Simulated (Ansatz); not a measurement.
In doubt: masses and optical values from hybrid runs of this build are listed as unsure, which bears on the screening that GW takes from such a start.

Rows from a G0W0 calculation on BaSrLaSbO6 (F-43m) (Ansatz 0.2.0; G0W0 on HSE06, plane waves, PAW; PAW set soft_1; 4×4×4 mesh, 899 empty bands, screening to 180 eV, PAW set soft_1 files), in eV. Spin-orbit coupling is left out.

| row | k | band | start | Σx | Σc at the solution | Vxc |
| --- | --- | --- | --- | --- | --- | --- |
| A | Γ | v1 | 7.401 | -25.713 | 4.021 | -21.514 |
| B | Γ | c1 | 12.551 | -9.220 | -3.701 | -13.376 |
| C | Γ | c2 | 13.495 | -5.623 | -3.840 | -9.940 |

Q: Work out each quasiparticle level and how far it moved.

The quasiparticle equation reads E = start + Σx + Σc(E) − Vxc.

| row | E (eV) | shift (eV) |
| --- | --- | --- |
| A | 7.223 | −0.178 |
| B | 13.006 | +0.455 |
| C | 13.972 | +0.477 |

Limits: not at the basis limit; f levels unsure; no spin-orbit coupling.

[Runs of the session that timed out or met a known fault of the program may be left out.]

[Cells called generated may have been cut or substituted from an entry of the Crystallography Open Database or the Materials Project.]

[Hosts, paths, dates, database ids (printed as entryN), source tags and the programs' standing remarks are cut or masked in the printed files.]
